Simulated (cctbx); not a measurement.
## What is wrong with this refinement?

Cell a = 10.9760 Å, b = 10.9760 Å, c = 10.9760 Å, α = 90.00°, β = 90.00°, γ = 90.00°; space group Fm-3m (no. 225). The compound is Ta2Mn8Co13C6.

The data are simulated with cctbx, not measured: Mo Kα, λ = 0.71073 Å, to d = 0.77 Å, 80 % of the full sphere, strongest reflection 20000 counts, noise from counting, a 6 % proportional error and a noise floor of 4 counts (s.d.); no absorption, and some extinction, which the refinements don't model.

An anisotropic refinement with weights 1/σ² prints:

```text
Rint 0.048, 108 unique reflections to 0.77 A
cycle     R1     wR2    GooF  max shift (A)
   1  0.0233  0.0674   4.166   0.00769
   2  0.0134  0.0284   1.757   0.00029
final R1 0.0134 wR2 0.0284 GooF 1.757  parameters 12  data/parameter 9.0
atom        x        y        z      Ueq    occ   su(xyz)  su(Uiso or U11)
Ta1    0.25000  0.75000  0.75000   0.0111  1.000  0.00000  0.0002
Co1    0.00000  0.83018  0.83018   0.0111  1.000  0.00003  0.0003
Co2    0.00000  0.00000  0.00000   0.0158  1.000  0.00000  0.0004
Mn1    0.38139  0.88139  0.88139   0.0130  1.000  0.00004  0.0002
C1     0.72517  0.00000  0.00000   0.0240  1.000  0.00067  0.0025
difference map: max 0.81 min -1.27 rms 0.18
Q1    0.0000  0.0000  0.1650   24    0.81  1.21 A from C1
Q2    0.0000  0.1210  0.3790   48    0.49  1.30 A from Mn1
Q3    0.0548  0.1247  0.3753   96    0.44  0.71 A from Mn1
Q4    0.1847  0.1847  0.1847   32    0.40  1.24 A from Ta1
Q5    0.0000  0.0000  0.2535   24    0.39  0.23 A from C1
Q6    0.0549  0.1998  0.3002   96    0.35  1.44 A from Mn1
```

**Question.** Can this result stand? If not, what is the likely fault?

Mend it. The fault: anomalous dispersion left out. Against the right model at the same level, R1 goes from 0.0115 to 0.0134 and GooF from 1.22 to 1.76. No atom is wrong: without f′ and f″ the atoms near an edge get the wrong scattering power, which U and the scale absorb. The signs are weak, and the output alone doesn't single this fault out.

The compound is Ta2Mn8Co13C6. The right model at the same level gives:

```text
Rint 0.048, 108 unique reflections to 0.77 A
cycle     R1     wR2    GooF  max shift (A)
   1  0.0137  0.0289   1.785   0.00147
   2  0.0115  0.0197   1.216   0.00001
final R1 0.0115 wR2 0.0197 GooF 1.216  parameters 12  data/parameter 9.0
atom        x        y        z      Ueq    occ   su(xyz)  su(Uiso or U11)
Ta1    0.25000  0.75000  0.75000   0.0106  1.000  0.00000  0.0001
Co1    0.00000  0.83018  0.83018   0.0127  1.000  0.00002  0.0002
Co2    0.00000  0.00000  0.00000   0.0172  1.000  0.00000  0.0003
Mn1    0.38143  0.88143  0.88143   0.0148  1.000  0.00003  0.0002
C1     0.72604  0.00000  0.00000   0.0220  1.000  0.00046  0.0017
difference map: max 0.72 min -1.55 rms 0.18
Q1    0.0000  0.0000  0.1639   24    0.72  1.21 A from C1
Q2    0.1827  0.1827  0.1827   32    0.36  1.28 A from Ta1
Q3    0.0412  0.1261  0.3739   96    0.36  0.86 A from Mn1
Q4    0.0543  0.1997  0.3003   96    0.34  1.44 A from Mn1
Q5    0.0613  0.0613  0.1666   96    0.33  1.37 A from Co1
Q6    0.0000  0.0810  0.1570   96    0.31  0.99 A from Co1
```

The model was made for the exercise: a known structure type with other elements put in, its volume estimated, not relaxed; displacement parameters are assumed.

[Middle refinement cycles are left out of these outputs.]

[Logs are printed without paths, hosts, clocks, repeated set-up lines and the standing remarks that a program may print on its own settings, such as how far it seeks lower states.]
